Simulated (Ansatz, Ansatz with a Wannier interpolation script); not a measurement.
# Settings in Wannier-interpolated G0W0: SiO2 (Stishovite), part 2 of 2

Aim: vary the Wannier model and the GW settings for SiO2 (Stishovite) and see what the interpolated bands lose.

Ansatz 0.2.0; maximally localised Wannier functions, LDA, plane waves, PAW; PAW set soft_1. Known limits of the many-body steps: not at the basis limit; coarse k mesh.

So far. Step 4 (Wannier model on 4×4×6): Near the gap the model misses directly solved bands by 13.7 meV r.m.s. and by 106 meV at most in the window tested. This tests the starting bands, not the corrections carried with them. Step 6 (G0W0: 4×4×6 mesh, 213 empty bands, screening to 160 eV …): The G0W0 gap on the mesh is 8.511 eV.

**7. G0W0: 2×2×3 mesh, 213 empty bands, screening to 160 eV, PAW set soft_1 files**

Level of this step: G0W0 on LDA, plane waves, PAW; PAW set soft_1 (Ansatz).

input.yaml reads:

```yaml
crystal:
  lattice:
    - [4.1773, 0.0, 0.0]
    - [0.0, 4.1773, 0.0]
    - [0.0, 0.0, 2.6652]
  atoms:
    - { symbol: Si, position: [0.0, 0.0, 0.0] }
    - { symbol: Si, position: [0.5, 0.5, 0.5] }
    - { symbol: O, position: [0.3059, 0.3059, 0.0] }
    - { symbol: O, position: [0.1941, 0.8059, 0.5] }
    - { symbol: O, position: [0.6941, 0.6941, 0.0] }
    - { symbol: O, position: [0.8059, 0.1941, 0.5] }
kpoints:
  mp_grid: { grid: [2, 2, 3] }
hamiltonian:
  xc: lda
  pseudopotentials: { kind: paw, azcp: { folder: soft_1 }, xc_functional: pbe }
scf:
  occupations: { method: fixed }
gw:
  n_empty_bands: 213
  ecut_chi: 160.0
  qp_bands: [v12, c4]
  screening: { model: contour_deformation }
```

Command:

```console
$ ansatz run input.yaml --threads 3 --pin off --max-ram 92160MiB --backend cuda --events-out ev --progress --plain --runs-dir out --devices 1 --max-vram 13GiB
```

Numbers of over 12 decimals in the logs are rounded to 6 here.

What it wrote:

```text
GPUs: using 1 of 1 available (devices: 1).
[...]
GPU FFT provider: cuFFT
GPU libraries: cuBLAS 13.8.2, cuFFT 12.4.0, cuSOLVER 12.3.4
Crystal: 6 atoms, lattice volume = 46.507 Å³
Basis set: ecut = 420 eV, 913 PW (Γ)
Bands: 22, of which v1, the nominal top of the filled ones, is band 16 counted from 1 (15 counted from 0)
Symmetry: 16 space group operations
[...]
k-points: 6 of 12
[...]
0    12      7.1193   -26.8194     4.3458   -21.1718  0.8102     5.8068     5.8177  root
[...]
5    17     17.8903   -12.2304    -4.9627   -19.1695  0.8385    19.8876    19.8667  root
     5    18     17.8903   -12.2304    -4.9627   -19.1695  0.8385    19.8876    19.8667  root
     5    19     21.3642    -7.1871    -5.1848   -13.9987  0.8496    23.0063    22.9910  root
     5    20     21.3642    -7.1871    -5.1848   -13.9987  0.8496    23.0063    22.9910  root
[key lines of the parts left out:]
SCF converged after 7 iterations
Free energy (F): -3445.327696 eV
Fermi energy:    10.282331 eV
```

Elapsed: 9.8 s, on 1 × NVIDIA H100 80GB HBM3 (shared by 6 runs) with 3 threads of AMD EPYC 7R13 (Zen 3), shared host; peak memory 1 GiB; 6.7 s of CPU time.

The G0W0 gap on the mesh is 8.492 eV.

**8. G0W0: 8×8×12 mesh, 75 empty bands, screening to 80 eV, PAW set soft_1 files**

Edit input.yaml of step 7 so:

```diff
@@ -13,3 +13,3 @@
 kpoints:
-  mp_grid: { grid: [2, 2, 3] }
+  mp_grid: { grid: [8, 8, 12] }
 hamiltonian:
@@ -20,4 +20,4 @@
 gw:
-  n_empty_bands: 213
-  ecut_chi: 160.0
+  n_empty_bands: 75
+  ecut_chi: 80
   qp_bands: [v12, c4]
```

What it wrote:

```text
GPUs: using 1 of 1 available (devices: 1).
[...]
GPU FFT provider: cuFFT
GPU libraries: cuBLAS 13.8.2, cuFFT 12.4.0, cuSOLVER 12.3.4
Crystal: 6 atoms, lattice volume = 46.507 Å³
Basis set: ecut = 420 eV, 913 PW (Γ)
Bands: 22, of which v1, the nominal top of the filled ones, is band 16 counted from 1 (15 counted from 0)
Symmetry: 16 space group operations
[...]
k-points: 105 of 768
[...]
0    12      7.1002   -26.5860     4.5641   -21.1702  0.8189     6.2443     6.2485  root
[...]
104    17     17.3258   -11.9115    -4.4012   -18.5505  0.8510    19.5872    19.5636  root
   104    18     17.3258   -11.9115    -4.4012   -18.5505  0.8510    19.5872    19.5636  root
   104    19     21.0346    -8.5617    -4.7104   -15.3106  0.8526    23.0957    23.0730  root
   104    20     21.0346    -8.5617    -4.7104   -15.3106  0.8526    23.0957    23.0730  root
[key lines of the parts left out:]
SCF converged after 7 iterations
Free energy (F): -3445.444297 eV
Fermi energy:    10.264858 eV
```

The job ended after 6.5 min (1 × NVIDIA H100 80GB HBM3 (shared by 6 runs) with 3 threads; peak memory 1.6 GiB; 12 min of CPU time).

The G0W0 gap on the mesh is 8.280 eV.

**9. G0W0: 4×4×6 mesh, 99 empty bands, screening to 96 eV, PAW set soft_1 files**

Edit input.yaml of step 8 so:

```diff
@@ -13,3 +13,3 @@
 kpoints:
-  mp_grid: { grid: [8, 8, 12] }
+  mp_grid: { grid: [4, 4, 6] }
 hamiltonian:
@@ -20,4 +20,4 @@
 gw:
-  n_empty_bands: 75
-  ecut_chi: 80
+  n_empty_bands: 99
+  ecut_chi: 96
   qp_bands: [v12, c4]
```

What it wrote:

```text
GPUs: using 1 of 1 available (devices: 1).
[...]
GPU FFT provider: cuFFT
GPU libraries: cuBLAS 13.8.2, cuFFT 12.4.0, cuSOLVER 12.3.4
Crystal: 6 atoms, lattice volume = 46.507 Å³
Basis set: ecut = 420 eV, 913 PW (Γ)
Bands: 22, of which v1, the nominal top of the filled ones, is band 16 counted from 1 (15 counted from 0)
Symmetry: 16 space group operations
[...]
k-points: 24 of 96
[...]
0    12      7.1004   -26.6065     4.4598   -21.1702  0.8172     6.1183     6.1239  root
[...]
23    17     17.3258   -11.8955    -4.5189   -18.5505  0.8490    19.4834    19.4619  root
    23    18     17.3258   -11.8955    -4.5189   -18.5505  0.8490    19.4834    19.4619  root
    23    19     21.0346    -8.5529    -4.8235   -15.3106  0.8508    22.9892    22.9688  root
    23    20     21.0346    -8.5529    -4.8235   -15.3106  0.8508    22.9892    22.9688  root
[key lines of the parts left out:]
SCF converged after 7 iterations
Free energy (F): -3445.444206 eV
Fermi energy:    10.265063 eV
```

The job ended after 24 s (1 × NVIDIA H100 80GB HBM3 (shared by 6 runs) with 3 threads; peak memory 1.1 GiB).

The G0W0 gap on the mesh is 8.331 eV.

**10. G0W0: 4×4×6 mesh, 213 empty bands, screening to 160 eV, plasmon pole, PAW set soft_1 files**

Edit input.yaml of step 9 so:

```diff
@@ -20,5 +20,5 @@
 gw:
-  n_empty_bands: 99
-  ecut_chi: 96
+  n_empty_bands: 213
+  ecut_chi: 160.0
   qp_bands: [v12, c4]
-  screening: { model: contour_deformation }
+  screening: { model: godby_needs }
```

What it wrote:

```text
GPUs: using 1 of 1 available (devices: 1).
[...]
GPU FFT provider: cuFFT
GPU libraries: cuBLAS 13.8.2, cuFFT 12.4.0, cuSOLVER 12.3.4
Crystal: 6 atoms, lattice volume = 46.507 Å³
Basis set: ecut = 420 eV, 913 PW (Γ)
Bands: 22, of which v1, the nominal top of the filled ones, is band 16 counted from 1 (15 counted from 0)
Symmetry: 16 space group operations
[...]
k-points: 24 of 96
[...]
0    12      7.1004   -26.6065     4.2214   -21.1702  0.8201     5.8797     5.8855  root
[...]
23    17     17.3258   -11.8955    -4.6872   -18.5505  0.8502    19.3061    19.2937  root
    23    18     17.3258   -11.8955    -4.6872   -18.5505  0.8502    19.3061    19.2937  root
    23    19     21.0346    -8.5529    -4.9732   -15.3106  0.8557    22.8323    22.8192  root
    23    20     21.0346    -8.5529    -4.9732   -15.3106  0.8557    22.8323    22.8192  root
[key lines of the parts left out:]
SCF converged after 7 iterations
Free energy (F): -3445.444206 eV
Fermi energy:    10.265063 eV
```

It took 45 s on 1 × NVIDIA H100 80GB HBM3 (shared by 6 runs) with 3 threads; peak memory 1.6 GiB; 75 s of CPU time.

The G0W0 gap on the mesh is 8.479 eV.

**11. Interpolated results**

Times are wall times on 1 × NVIDIA H100 80GB HBM3 (shared by 6 runs) with 3 threads of AMD EPYC 7R13 (Zen 3), shared host, good to a factor of about two.

| GW mesh | empty bands | cutoff (eV) | frequency | gap on mesh (eV) | gap over zone (eV) | direct gap (eV) | valence width (eV) | GW time |
| --- | --- | --- | --- | --- | --- | --- | --- | --- |
| 4×4×6 | 213 | 160 | contour deformation | 8.511 | 8.511 | 8.511 | 11.490 | 29 s |
| 2×2×3 | 213 | 160 | contour deformation | 8.492 | 8.503 | 8.503 | 11.475 | 9.8 s |
| 8×8×12 | 75 | 80 | contour deformation | 8.280 | 8.280 | 8.280 | 11.649 | 6.5 min |
| 4×4×6 | 99 | 96 | contour deformation | 8.331 | 8.331 | 8.331 | 11.624 | 24 s |
| 4×4×6 | 213 | 160 | plasmon pole | 8.479 | 8.479 | 8.479 | 11.681 | 45 s |

**12. Results**

| Property | Result |
| --- | --- |
| 4×4×6 mesh, 213 empty bands, screening to 160 eV, PAW set soft_1 files | 8.51 eV |
| 2×2×3 mesh, 213 empty bands, screening to 160 eV, PAW set soft_1 files | 8.50 eV |
| 8×8×12 mesh, 75 empty bands, screening to 80 eV, PAW set soft_1 files | 8.28 eV |
| 4×4×6 mesh, 99 empty bands, screening to 96 eV, PAW set soft_1 files | 8.33 eV |
| 4×4×6 mesh, 213 empty bands, screening to 160 eV, plasmon pole, PAW set soft_1 files | 8.48 eV |

In words: The largest change, −0.23 eV in the gap over the zone, comes with 8×8×12 mesh, 75 empty bands, screening to 80 eV, PAW set soft_1 files. The first run is a reference, not a converged one, and where a row moves several settings no single cause can be named. Rows on another GW mesh add that mesh's corrections to the bands of the one model. With 2×2×3 mesh, 213 empty bands, screening to 160 eV, PAW set soft_1 files the gap over the zone moves by −0.01 eV and that on the mesh by −0.02 eV. With 8×8×12 mesh, 75 empty bands, screening to 80 eV, PAW set soft_1 files the gap over the zone moves by −0.23 eV and that on the mesh by −0.23 eV. With 4×4×6 mesh, 99 empty bands, screening to 96 eV, PAW set soft_1 files the gap over the zone moves by −0.18 eV and that on the mesh by −0.18 eV. With 4×4×6 mesh, 213 empty bands, screening to 160 eV, plasmon pole, PAW set soft_1 files the gap over the zone moves by −0.03 eV and that on the mesh by −0.03 eV. Gaps over the zone and on the mesh differ where an edge lies off the mesh, or where a GW run starts from another density: the starting gap over the zone is 5.622 eV, on the GW meshes it is 5.622 eV and 5.611 eV. The 4×4×6 mesh is coarse for this cell (its supercell is 16 Å along the shortest edge). The RPA ε∞ on it, from the LDA start, is 3.28 and 3.45; such meshes misread the long-range screening, most where the gap is narrow.

[Paths, hosts, dates, memory and timing lines, banners, echoed tables and standing remarks are left out of the program output.]

[Logs are printed without paths, hosts, clocks, repeated set-up lines and the standing remarks that a program may print on its own settings, such as how far it seeks lower states.]

[Runs of the session that timed out or met a known fault of the program may be left out.]

[Hosts, paths, dates, database ids (printed as entryN), source tags and the programs' standing remarks are cut or masked in the printed files.]
